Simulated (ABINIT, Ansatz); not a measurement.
# Quasiparticle gap of MgH2 (P4_2/mnm) in ABINIT, part 2 of 3

Aim: the G0W0 gap of MgH2 (P4_2/mnm) on PBE, step by step.

ABINIT 10.8.3; PBE and many-body steps on it, plane waves. Known limits of the many-body steps: not at the basis limit; coarse k mesh.

So far. Step 2 (Ground state): The gap is indirect, with the least direct gap 0.77 eV higher.

**3. Bands along the symmetry lines**

Level of this step: DFT, PBE, plane waves, norm-conserving pseudopotentials (ABINIT).

The cheap functional maps the bands first; the places of the edges decide which points the dearer methods must see.

Contents of run.abi:

```
acell 3*1.0 Angstrom
rprim 
  4.516800000000 0.000000000000 0.000000000000
  0.000000000000 4.516800000000 0.000000000000
  0.000000000000 0.000000000000 3.020500000000
ntypat 2
znucl 12 1
natom 6
typat 1 1 2 2 2 2
xred 
  0.000000000000 0.000000000000 0.000000000000
  0.500000000000 0.500000000000 0.500000000000
  0.306000000000 0.306000000000 0.000000000000
  0.194000000000 0.806000000000 0.500000000000
  0.694000000000 0.694000000000 0.000000000000
  0.806000000000 0.194000000000 0.500000000000
pp_dirpath "pseudos"
pseudos "Mg.upf, H.upf"
ecut 38
iscf -2
irdden 1
kptopt 0
nkpt 75
kpt 
  0.00000000 0.00000000 0.00000000
  0.00000000 0.06250000 0.00000000
  0.00000000 0.12500000 0.00000000
  0.00000000 0.18750000 0.00000000
  0.00000000 0.25000000 0.00000000
  0.00000000 0.31250000 0.00000000
  0.00000000 0.37500000 0.00000000
  0.00000000 0.43750000 0.00000000
  0.00000000 0.50000000 0.00000000
  0.06250000 0.50000000 0.00000000
  0.12500000 0.50000000 0.00000000
  0.18750000 0.50000000 0.00000000
  0.25000000 0.50000000 0.00000000
  0.31250000 0.50000000 0.00000000
  0.37500000 0.50000000 0.00000000
  0.43750000 0.50000000 0.00000000
  0.50000000 0.50000000 0.00000000
  0.43750000 0.43750000 0.00000000
  0.37500000 0.37500000 0.00000000
  0.31250000 0.31250000 0.00000000
  0.25000000 0.25000000 0.00000000
  0.18750000 0.18750000 0.00000000
  0.12500000 0.12500000 0.00000000
  0.06250000 0.06250000 0.00000000
  0.00000000 0.00000000 0.00000000
  0.00000000 0.00000000 0.06250000
  0.00000000 0.00000000 0.12500000
  0.00000000 0.00000000 0.18750000
  0.00000000 0.00000000 0.25000000
  0.00000000 0.00000000 0.31250000
  0.00000000 0.00000000 0.37500000
  0.00000000 0.00000000 0.43750000
  0.00000000 0.00000000 0.50000000
  0.00000000 0.06250000 0.50000000
  0.00000000 0.12500000 0.50000000
  0.00000000 0.18750000 0.50000000
  0.00000000 0.25000000 0.50000000
  0.00000000 0.31250000 0.50000000
  0.00000000 0.37500000 0.50000000
  0.00000000 0.43750000 0.50000000
  0.00000000 0.50000000 0.50000000
  0.06250000 0.50000000 0.50000000
  0.12500000 0.50000000 0.50000000
  0.18750000 0.50000000 0.50000000
  0.25000000 0.50000000 0.50000000
  0.31250000 0.50000000 0.50000000
  0.37500000 0.50000000 0.50000000
  0.43750000 0.50000000 0.50000000
  0.50000000 0.50000000 0.50000000
  0.43750000 0.43750000 0.50000000
  0.37500000 0.37500000 0.50000000
  0.31250000 0.31250000 0.50000000
  0.25000000 0.25000000 0.50000000
  0.18750000 0.18750000 0.50000000
  0.12500000 0.12500000 0.50000000
  0.06250000 0.06250000 0.50000000
  0.00000000 0.00000000 0.50000000
  0.00000000 0.50000000 0.00000000
  0.00000000 0.50000000 0.06250000
  0.00000000 0.50000000 0.12500000
  0.00000000 0.50000000 0.18750000
  0.00000000 0.50000000 0.25000000
  0.00000000 0.50000000 0.31250000
  0.00000000 0.50000000 0.37500000
  0.00000000 0.50000000 0.43750000
  0.00000000 0.50000000 0.50000000
  0.50000000 0.50000000 0.00000000
  0.50000000 0.50000000 0.06250000
  0.50000000 0.50000000 0.12500000
  0.50000000 0.50000000 0.18750000
  0.50000000 0.50000000 0.25000000
  0.50000000 0.50000000 0.31250000
  0.50000000 0.50000000 0.37500000
  0.50000000 0.50000000 0.43750000
  0.50000000 0.50000000 0.50000000
istwfk *1
nband 19
nbdbuf 2
tolwfr 1e-08
nstep 40
prtwf 0
prtvol 0
indata_prefix "in"
outdata_prefix "out"
tmpdata_prefix "tmp"
```

Launch:

```sh
OMP_NUM_THREADS=1 mpirun -n 4 abinit run.abi > log
```

Numbers of over 12 decimals in the logs are rounded to 6 here.

What it wrote:

```text
.Version 10.8.3 of ABINIT. v10.8.2 released Aug 2026.

 Symmetries : space group P4_2/m n m (#136); Bravais tP (primitive tetrag.)
[... echo of the input left out ...]
== DATASET  1 ==================================================================
-   mpi_nproc: 4, omp_nthreads: 1 (-1 if OMP is not activated)

--- !DatasetInfo
iteration_state: {dtset: 1, }
dimensions: {natom: 6, nkpt: 75, mband: 19, nsppol: 1, nspinor: 1, nspden: 1, mpw: 4696, }
cutoff_energies: {ecut:  38.0, pawecutdg:  -1.0, }
electrons: {nelect:   2.40000000E+01, charge:   0.00000000E+00, occopt:   1.00000000E+00, tsmear:   1.00000000E-02, }

 Real(R)+Recip(G) space primitive vectors, cartesian coordinates (Bohr,Bohr^-1):
 R(1)=  8.5355150  0.0000000  0.0000000  G(1)=  0.1171575  0.0000000  0.0000000
 R(2)=  0.0000000  8.5355150  0.0000000  G(2)=  0.0000000  0.1171575  0.0000000
 R(3)=  0.0000000  0.0000000  5.7079178  G(3)=  0.0000000  0.0000000  0.1751952
 Unit cell volume ucvol=  4.1585044E+02 bohr^3
 Angles (23,13,12)=  9.00000000E+01  9.00000000E+01  9.00000000E+01 degrees

 getcut: wavevector=  0.0000  0.0000  0.0000  ngfft=  48  48  32
         ecut(hartree)=     38.000   => boxcut(ratio)=   2.02030

--- Pseudopotential description ------------------------------------------------
- Mg Generated using ONCVPSP code by D. R. Hamann
- 12.00000  10.00000  171031                  znucl, zion, pspdat
12 -101130 1 -1 1510                          pspcod,pspxc,lmax,lloc,mmax
     nproj     2     2
  pspatm : epsatm=    9.22893308
         --- l  ekb(1:nproj) -->
             0    2.250005   -0.808630
             1   -6.469357   -2.503313
 pspatm: atomic psp has been read  and splines computed

- H Generated using ONCVPSP code by D. R. Hamann
-  1.00000   1.00000  171031                  znucl, zion, pspdat
12 -101130 1 -1 1166                          pspcod,pspxc,lmax,lloc,mmax
     nproj     2     1
  pspatm : epsatm=    0.36186929
         --- l  ekb(1:nproj) -->
             0   -1.701123   -0.534484
             1   -0.503321
 pspatm: atomic psp has been read  and splines computed

--------------------------------------------------------------------------------

================================================================================
 prteigrs : about to open file out_EIG
 Non-SCF case, kpt    1 (  0.00000  0.00000  0.00000), residuals and eigenvalues=
  1.90E-09  1.82E-09  1.41E-09  5.53E-09  1.66E-09  4.14E-09  1.23E-09  4.50E-09
  5.70E-09  7.48E-10  3.52E-09  2.40E-09  3.38E-09  9.32E-09  3.34E-09  7.57E-09
[...]
-2.6905E+00 -2.6904E+00 -1.4698E+00 -1.4698E+00 -1.4690E+00 -1.4690E+00
 -1.4681E+00 -1.4680E+00 -2.1923E-01 -3.5928E-02 -3.5928E-02 -1.4231E-03
  1.9137E-01  2.0386E-01  3.5151E-01  3.5151E-01  4.1956E-01  4.2899E-01
  4.6543E-01
 Non-SCF case, kpt    2 (  0.00000  0.06250  0.00000), residuals and eigenvalues=
[...]
Non-SCF case, kpt   74 (  0.50000  0.50000  0.43750), residuals and eigenvalues=
[...]
5.3403E-01
 Non-SCF case, kpt   75 (  0.50000  0.50000  0.50000), residuals and eigenvalues=
[...]
-1.4689E+00 -1.4689E+00 -5.3121E-02 -5.3121E-02 -1.7354E-02 -1.7354E-02
  1.5791E-01  1.5791E-01  1.7039E-01  1.7039E-01  4.9203E-01  4.9203E-01
  5.4006E-01

--- !ResultsGS
iteration_state: {dtset: 1, }
comment   : Summary of ground state results
lattice_vectors:
- [  8.5355150,   0.0000000,   0.0000000, ]
- [  0.0000000,   8.5355150,   0.0000000, ]
- [  0.0000000,   0.0000000,   5.7079178, ]
lattice_lengths: [   8.53551,    8.53551,    5.70792, ]
lattice_angles: [ 90.000,  90.000,  90.000, ] # degrees, (23, 13, 12)
lattice_volume:   4.1585044E+02
convergence: {deltae:  0.000E+00, res2:  0.000E+00, residm:  9.977E-09, diffor:  0.000E+00, }
etotal    :  -1.21164268E+02
entropy   :   0.00000000E+00
fermie    :   1.47601763E-02
cartesian_stress_tensor: null
pressure_GPa: null
xred      :
- [  0.0000E+00,   0.0000E+00,   0.0000E+00, Mg]
- [  5.0000E-01,   5.0000E-01,   5.0000E-01, Mg]
- [  3.0600E-01,   3.0600E-01,   0.0000E+00,  H]
- [  1.9400E-01,   8.0600E-01,   5.0000E-01,  H]
- [  6.9400E-01,   6.9400E-01,   0.0000E+00,  H]
- [  8.0600E-01,   1.9400E-01,   5.0000E-01,  H]
cartesian_forces: null
force_length_stats: {min: null, max: null, mean: null, }

 Integrated electronic density in atomic spheres:
 ------------------------------------------------
 Atom  Sphere_radius  Integrated_density
[...]
================================================================================

 ----iterations are completed or convergence reached----

 Mean square residual over all n,k,spin=   38.705E-10; max=  99.769E-10
 reduced coordinates (array xred) for    6 atoms
[...]
cartesian coordinates (angstrom) at end:
    1      0.000000     0.000000     0.000000
    2      2.258400     2.258400     1.510250
    3      1.382141     1.382141     0.000000
    4      0.876259     3.640541     1.510250
    5      3.134659     3.134659     0.000000
    6      3.640541     0.876259     1.510250
 length scales=  1.889726125908  1.889726125908  1.889726125908 bohr
              =  1.000000000000  1.000000000000  1.000000000000 angstroms
 prteigrs : about to open file out_EIG
 Eigenvalues (hartree) for nkpt=  75  k points:
 kpt#   1, nband= 19, wtk=  1.00000, kpt=  0.0000  0.0000  0.0000 (reduced coord)
[...]
kpt#   2, nband= 19, wtk=  1.00000, kpt=  0.0000  0.0625  0.0000 (reduced coord)
[...]
kpt#   3, nband= 19, wtk=  1.00000, kpt=  0.0000  0.1250  0.0000 (reduced coord)
[...]
kpt#  74, nband= 19, wtk=  1.00000, kpt=  0.5000  0.5000  0.4375 (reduced coord)
[...]
0.48732    0.48732    0.53403
 kpt#  75, nband= 19, wtk=  1.00000, kpt=  0.5000  0.5000  0.5000 (reduced coord)
  -2.69036   -2.69036   -1.46959   -1.46959   -1.46930   -1.46930   -1.46891   -1.46891
  -0.05312   -0.05312   -0.01735   -0.01735    0.15791    0.15791    0.17039    0.17039
   0.49203    0.49203    0.54006

== END DATASET(S) ==============================================================
================================================================================

 -outvars: echo values of variables after computation  --------
            nband          19
             nkpt          75
          spgroup         136
 [... the other variables as echoed above ...]

 Calculation completed.
```

The job ended after 17 s (4 MPI ranks of Arm Neoverse V1, shared host; peak memory 0.34 GiB).

This step gave:

- gap: 3.756 eV
- k of the valence top: 0, 0.25, 0
- k of the conduction bottom: 0.375, 0.375, 0.5
- least direct gap: 4.523 eV

The gap is 3.756 eV, −0.139 eV from the run before at this level.

Electronic bands along the path, in eV, zero at the top of the highest filled band:

| point | band 9 | band 10 | band 11 | band 12 | band 13 | band 14 | band 15 | band 16 |
| --- | --- | --- | --- | --- | --- | --- | --- | --- |
| Γ | -6.37 | -1.38 | -1.38 | -0.44 | 4.81 | 5.15 | 9.16 | 9.16 |
| halfway | -5.96 | -2.94 | -1.11 | 0.00 | 4.80 | 6.52 | 7.18 | 10.09 |
| X | -4.76 | -4.76 | -0.45 | -0.45 | 5.38 | 5.38 | 10.13 | 10.13 |
| halfway | -4.40 | -4.40 | -1.46 | -1.46 | 6.82 | 6.82 | 10.29 | 10.29 |
| M | -3.71 | -3.71 | -2.65 | -2.65 | 9.11 | 9.11 | 9.16 | 9.16 |
| halfway | -5.55 | -2.94 | -2.11 | -0.32 | 5.76 | 6.86 | 8.16 | 10.09 |
| Γ | -6.37 | -1.38 | -1.38 | -0.44 | 4.81 | 5.15 | 9.16 | 9.16 |
| halfway | -5.45 | -0.80 | -0.80 | -0.66 | 5.18 | 5.83 | 7.65 | 9.03 |
| Z | -2.96 | -2.96 | -0.02 | -0.02 | 6.29 | 6.29 | 6.86 | 6.86 |
| halfway | -2.68 | -2.68 | -0.42 | -0.42 | 5.37 | 5.37 | 7.34 | 7.34 |
| R | -2.23 | -2.23 | -1.01 | -1.01 | 5.20 | 5.20 | 6.87 | 6.87 |
| halfway | -2.06 | -2.06 | -0.93 | -0.93 | 4.28 | 4.28 | 5.41 | 5.41 |
| A | -1.85 | -1.85 | -0.87 | -0.87 | 3.90 | 3.90 | 4.23 | 4.23 |
| halfway | -2.47 | -2.39 | -0.70 | -0.49 | 4.18 | 5.07 | 6.00 | 6.68 |
| Z | -2.96 | -2.96 | -0.02 | -0.02 | 6.29 | 6.29 | 6.86 | 6.86 |
| jump to X | -4.76 | -4.76 | -0.45 | -0.45 | 5.38 | 5.38 | 10.13 | 10.13 |
| halfway | -3.91 | -3.91 | -0.26 | -0.26 | 5.88 | 5.88 | 7.33 | 7.33 |
| R | -2.23 | -2.23 | -1.01 | -1.01 | 5.20 | 5.20 | 6.87 | 6.87 |
| jump to M | -3.71 | -3.71 | -2.65 | -2.65 | 9.11 | 9.11 | 9.16 | 9.16 |
| halfway | -2.95 | -2.95 | -1.95 | -1.95 | 6.46 | 6.46 | 6.82 | 6.82 |
| A | -1.85 | -1.85 | -0.87 | -0.87 | 3.90 | 3.90 | 4.23 | 4.23 |

The electronic bands as a text plot (rows in eV, shown from -8.0 to 7.9 only):

```
    7.5 |           ++       +++   ++          +++   +++    +
    6.9 |  +    +     +        ++++  ++       +++++     ++   +
    6.2 |  ++  +     + +      +  +     +      + +++  +       +
    5.5 | +  ++       +++  +++ ++ +++   +    + + + ++ ++      +
    4.9 |+++++          ++++ ++      +++ +   ++++       ++     +
    4.2 |                               +++++ +                 +
    3.6 |                                 ++++
    2.9 |
    2.2 |
    1.6 |
    0.9 |
    0.3 |  *           **        *               **
   -0.4 |** ***       *  ******** ***        ***** *****
   -1.1 |****  *     *   ******      *********          **     **
   -1.7 |**     *   *  **      *         ****                ** *
   -2.4 |        ********       *  ******    ***        ***** **
   -3.0 |  *         **          **             ***    *    **
   -3.7 |   *    ****           *                    **   **
   -4.4 |    * **  **          *                    *
   -5.0 |    **      *        *                    *
   -5.7 |  **         **    **
   -6.3 |**             ****
   -7.0 |
   -7.7 |
         Γ   X    M      Γ       Z    R    A     Z|X    R|M     A
```

**4. Empty states on the mesh, 4×4×4 mesh, 415 bands**

The sums over transitions need many empty states on a uniform mesh; this step solves for them.

Contents of run.abi:

```
acell 3*1.0 Angstrom
rprim 
  4.516800000000 0.000000000000 0.000000000000
  0.000000000000 4.516800000000 0.000000000000
  0.000000000000 0.000000000000 3.020500000000
ntypat 2
znucl 12 1
natom 6
typat 1 1 2 2 2 2
xred 
  0.000000000000 0.000000000000 0.000000000000
  0.500000000000 0.500000000000 0.500000000000
  0.306000000000 0.306000000000 0.000000000000
  0.194000000000 0.806000000000 0.500000000000
  0.694000000000 0.694000000000 0.000000000000
  0.806000000000 0.194000000000 0.500000000000
pp_dirpath "pseudos"
pseudos "Mg.upf, H.upf"
ecut 38
ngkpt 4 4 4
nshiftk 1
shiftk 0 0 0
kptopt 1
chksymbreak 0
irdden 1
istwfk *1
nband 415
prtvol 0
optdriver 6
gwr_task "HDIAGO"
paral_kgb 0
occopt 1
indata_prefix "in"
outdata_prefix "out"
tmpdata_prefix "tmp"
```

What it wrote:

```text
[banner, memory and clock lines left out]
.Version 10.8.3 of ABINIT. v10.8.2 released Aug 2026.

 Symmetries : space group P4_2/m n m (#136); Bravais tP (primitive tetrag.)
[... echo of the input left out ...]
== DATASET  1 ==================================================================
-   mpi_nproc: 4, omp_nthreads: 1 (-1 if OMP is not activated)

--- !DatasetInfo
iteration_state: {dtset: 1, }
dimensions: {natom: 6, nkpt: 18, mband: 415, nsppol: 1, nspinor: 1, nspden: 1, mpw: 4696, }
cutoff_energies: {ecut:  38.0, pawecutdg:  -1.0, }
electrons: {nelect:   2.40000000E+01, charge:   0.00000000E+00, occopt:   1.00000000E+00, tsmear:   1.00000000E-02, }

.Using double precision arithmetic; gwpc =  8

- Reading GS density from: in_DEN

--- Pseudopotential description ------------------------------------------------
- Mg Generated using ONCVPSP code by D. R. Hamann
- 12.00000  10.00000  171031                  znucl, zion, pspdat
12 -101130 1 -1 1510                          pspcod,pspxc,lmax,lloc,mmax
     nproj     2     2
  pspatm : epsatm=    9.22893308
         --- l  ekb(1:nproj) -->
             0    2.250005   -0.808630
             1   -6.469357   -2.503313
 pspatm: atomic psp has been read  and splines computed

- H Generated using ONCVPSP code by D. R. Hamann
-  1.00000   1.00000  171031                  znucl, zion, pspdat
12 -101130 1 -1 1166                          pspcod,pspxc,lmax,lloc,mmax
     nproj     2     1
  pspatm : epsatm=    0.36186929
         --- l  ekb(1:nproj) -->
             0   -1.701123   -0.534484
             1   -0.503321
 pspatm: atomic psp has been read  and splines computed

   4.77728240E+02                                ecore*ucvol(ha*bohr**3)

 Total charge density [el/Bohr^3]
)     Maximum=    3.3923E+00  at reduced coord.    0.0000    0.9792    0.9375
)     Minimum=    3.8369E-03  at reduced coord.    0.5000    0.0000    0.2500
   Integrated=    2.4000E+01

 === KS gaps after direct diagonalization ===
 Indirect band gap semiconductor
 Fundamental gap:     3.895 (eV)
   VBM:     0.402 (eV) at k: [ 2.5000E-01,  0.0000E+00,  0.0000E+00]
   CBM:     4.297 (eV) at k: [ 5.0000E-01,  5.0000E-01,  5.0000E-01]
 Direct gap:         4.666 (eV) at k: [ 2.5000E-01,  2.5000E-01,  5.0000E-01]

== END DATASET(S) ==============================================================

 -outvars: echo values of variables after computation  --------
           etotal      0.0000000000E+00
            nband         415
             nkpt          18
          spgroup         136
 [... the other variables as echoed above ...]

 Calculation completed.
```

It took 6 min on 4 MPI ranks; peak memory 4.9 GiB; 24 min of CPU time.

This step gave:

| Item | Value |
| --- | --- |
| gap | 3.895 eV |
| k of the valence top | 0.25, 0, 0 |
| k of the conduction bottom | 0.5, 0.5, 0.5 |
| least direct gap | 4.666 eV |
| k points computed | 18 |
| lowest point of the top converged band, above the valence top | 191.7578 eV |

On this mesh the gap is 3.895 eV.

**5. Screening, 4×4×4 mesh, 407 bands, screening to 272.1 eV**

The RPA dielectric matrix is built and inverted for each q.

This step: RPA screening on PBE, plane waves, norm-conserving pseudopotentials.

run.abi, as its differences from that of step 4:

```diff
@@ -24,10 +24,11 @@
 chksymbreak 0
-irdden 1
 istwfk *1
-nband 415
-prtvol 0
-optdriver 6
-gwr_task "HDIAGO"
-paral_kgb 0
 occopt 1
+irdwfk 1
+optdriver 3
+nband 407
+ecuteps 10
+inclvkb 2
+awtr 1
+symchi 1
 indata_prefix "in"
```

What it wrote:

```text
.Version 10.8.3 of ABINIT. v10.8.2 released Aug 2026.

 Symmetries : space group P4_2/m n m (#136); Bravais tP (primitive tetrag.)
[... echo of the input left out ...]
== DATASET  1 ==================================================================
-   mpi_nproc: 4, omp_nthreads: 1 (-1 if OMP is not activated)

--- !DatasetInfo
iteration_state: {dtset: 1, }
dimensions: {natom: 6, nkpt: 18, mband: 407, nsppol: 1, nspinor: 1, nspden: 1, mpw: 4696, }
cutoff_energies: {ecut:  38.0, pawecutdg:  -1.0, }
electrons: {nelect:   2.40000000E+01, charge:   0.00000000E+00, occopt:   1.00000000E+00, tsmear:   1.00000000E-02, }

 SCREENING: Calculation of the susceptibility and dielectric matrices

 Based on a program developped by R.W. Godby, V. Olevano, G. Onida, and L. Reining.
 Incorporated in ABINIT by V. Olevano, G.-M. Rignanese, and M. Torrent.
.Using double precision arithmetic ; gwpc =  8

[... cell and pseudopotentials left out ...]
--------------------------------------------------------------------------------

 ==== K-mesh for the wavefunctions ====
 Number of points in the irreducible wedge :    18
[... list of points left out ...]
 Together with 16 symmetry operations and time-reversal symmetry
 yields    64 points in the full Brillouin Zone.

 ==== Q-mesh for the screening function ====
 Number of points in the irreducible wedge :    18
[... list of points left out ...]
 Together with 16 symmetry operations and time-reversal symmetry
 yields    64 points in the full Brillouin Zone.

 setmesh: FFT mesh size selected  =    36x   36x   24
          total number of points  =        31104

 vcoul_init : cutoff-mode = AUXILIARY_FUNCTION
 q-points for optical limit:   1
     1)      0.000010    0.000020    0.000030

- screening: taking advantage of time-reversal symmetry
- Maximum band index for partially occupied states nbvw = 12
- Remaining bands to be divided among processors   nbcw = 395
- Number of bands treated by each node ~98

 Number of electrons calculated from density =   24.0000; Expected =   24.0000
 average of density, n =  0.057713
 r_s =    1.6053
 omega_plasma =   23.1736 [eV]

 calculating chi0 at frequencies [eV] :
  1    0.000000E+00    0.000000E+00
  2    0.000000E+00    2.317355E+01

--------------------------------------------------------------------------------
  q-point number  1        q = ( 0.000000, 0.000000, 0.000000) [r.l.u.]
--------------------------------------------------------------------------------
[... chi0 elements left out ...]
 For q-point:  0.000010 0.000020 0.000030
  dielectric constant =   3.6657
  dielectric constant without local fields =   4.0631

  Average fulfillment of the sum rule on Im[epsilon] for q-point    1 :     88.28  [%]
[... wings left out ...]
  q-point number  2        q = ( 0.250000, 0.000000, 0.000000) [r.l.u.]
--------------------------------------------------------------------------------
[... chi0 elements left out ...]
  Average fulfillment of the sum rule on Im[epsilon] for q-point    2 :     93.59  [%]

 [... 16 further q-points ...]
```

Run time: 19 min. Hardware: 4 MPI ranks; peak memory 4.8 GiB.

This step gave:

| Quantity | Value |
| --- | --- |
| ε∞ with local fields, on this mesh, along the program's q direction | 3.666 |
| the same without local fields | 4.063 |
| plasma frequency | 23.17 eV |
| plane waves in the screening matrix | 617 |

Local fields lower ε∞ by 10 %. On a Γ-centred mesh this coarse the value itself is usually too large, while a short band sum pulls it down.

(Part 2 of 3 ends here.)

[Paths, hosts, dates, memory and timing lines, banners, echoed tables and standing remarks are left out of the program output.]

[Logs are printed without paths, hosts, clocks, repeated set-up lines and the standing remarks that a program may print on its own settings, such as how far it seeks lower states.]

[Runs of the session that timed out or met a known fault of the program may be left out.]

[Hosts, paths, dates, database ids (printed as entryN), source tags and the programs' standing remarks are cut or masked in the printed files.]

[G0W0 gaps are taken among the corrected bands and points alone; a level outside them can change the order at an edge.]

[Where Ansatz stands beside ABINIT at settings called matched, ABINIT's density can come from a denser mesh and the files from another edition; pairs whose starting gaps differed by over 0.03 eV were left out, so agreement reads better than it is.]
